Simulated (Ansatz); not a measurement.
Planning a run of Ansatz 0.2.0 on MgO (Periclase). The input:

```yaml
crystal:
  lattice:
    - [0.0, 2.1085, 2.1085]
    - [2.1085, 0.0, 2.1085]
    - [2.1085, 2.1085, 0.0]
  atoms:
    - { symbol: Mg, position: [0.0, 0.0, 0.0] }
    - { symbol: O, position: [0.5, 0.5, 0.5] }
kpoints:
  mp_grid: { grid: [8, 8, 8] }
hamiltonian:
  xc: lda
scf:
  occupations: { method: fixed }
dielectric: {}
```

The database entry behind the starting cell differs from later determinations by our own check (about 0.1 % long), so it need not match the best structure at ambient conditions.

```sh
ansatz run input.yaml --threads 3 --pin off --max-ram 92160MiB --backend cuda --events-out ev --progress --plain --runs-dir out --devices 1 --max-vram 13GiB  # rebuilt from the run's record
```

How long will it take on 1 × NVIDIA H100 80GB HBM3 (shared by 6 runs) with 3 threads of AMD EPYC 7R13 (Zen 3), shared host, and how much memory?

It took 18 s; on shared hardware allow 8.8 s to 35 s. Peak host memory was 0.97 GiB.

[Paths, hosts, dates, memory and timing lines, banners, echoed tables and standing remarks are left out of the program output.]

[Logs are printed without paths, hosts, clocks, repeated set-up lines and the standing remarks that a program may print on its own settings, such as how far it seeks lower states.]

[Runs of the session that timed out or met a known fault of the program may be left out.]

[Cells called generated may have been cut or substituted from an entry of the Crystallography Open Database or the Materials Project.]

[Hosts, paths, dates, database ids (printed as entryN), source tags and the programs' standing remarks are cut or masked in the printed files.]
